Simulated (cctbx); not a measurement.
**Symmetry from intensities**

Cell: a = 9.7690 Å, b = 11.3600 Å, c = 5.2410 Å, α = 90.00°, β = 108.50°, γ = 90.00°. Expected content of the cell: Mn6 Cr8 O32 Li8.

The data are simulated with cctbx, not measured: Mo Kα, λ = 0.71073 Å, to d = 0.77 Å, 50 % of the full sphere, strongest reflection 40000 counts, noise from counting, a 4 % proportional error and a noise floor of 8 counts (s.d.); no absorption.

A first pass over the reflections prints:

```text
2483 reflections to d = 0.770 A
centring   violations  <I/sigma> of those
    A        467 of  1274      4.7
    B        467 of  1249      4.8
    C          0 of  1211      0.0
    I        442 of  1218      4.8
    R        599 of  1667      4.7
    F        467 of  1867      3.2
Laue class    unique    Rint  (classes that these axes allow; Friedel mates merged)
C 1 2/m 1         622   0.028
space group    extra absences  I>4sigma  <I/sigma>
C 1 2 1                 0          0         -  acentric
C 1 m 1                 0          0         -  acentric
C 1 2/m 1               0          0         -  centric
Wilson B = 0.85 A^2   <|E^2-1|> = 1.385 (0.968 centric, 0.736 acentric)   E^2>4: 8.3 %
shell (A)         n   <I/sigma>
 7.18 - 1.54     85     18.0
 1.54 - 1.22     75     16.1
 1.22 - 1.07     75     12.6
 1.07 - 0.97     84      9.0
 0.97 - 0.90     68     11.6
 0.90 - 0.85     75     10.1
 0.85 - 0.81     83      9.8
 0.81 - 0.77     77      8.2
```

Q: Read the symmetry from these tables.

The reflections that C centring forbids are absent (⟨I/σ⟩ near 0), so the lattice is C.

Only C 1 2/m 1 fits these axes (Rint 0.028); a search for a hidden higher lattice was not made.

3 settings pass the absence test. No glide or screw absences show, which leaves C 1 2 1, C 1 m 1 and C 1 2/m 1.

⟨|E²−1|⟩ = 1.385 is above even the centric ideal, a mark of pseudo-translation (a class of systematically weak reflections). The Wilson B of 0.85 Å² means U ≈ 0.0108 Å².

The true group is C2/m (no. 12), Laue class 2/m, centrosymmetric. The tables only narrow the choice to the tied entries; cell content, site symmetry and trial solutions must settle it.

The model is made up (kin elements in a known structure type, no relaxation), so it says nothing on whether the phase exists.

[Logs are printed without paths, hosts, clocks, repeated set-up lines and the standing remarks that a program may print on its own settings, such as how far it seeks lower states.]
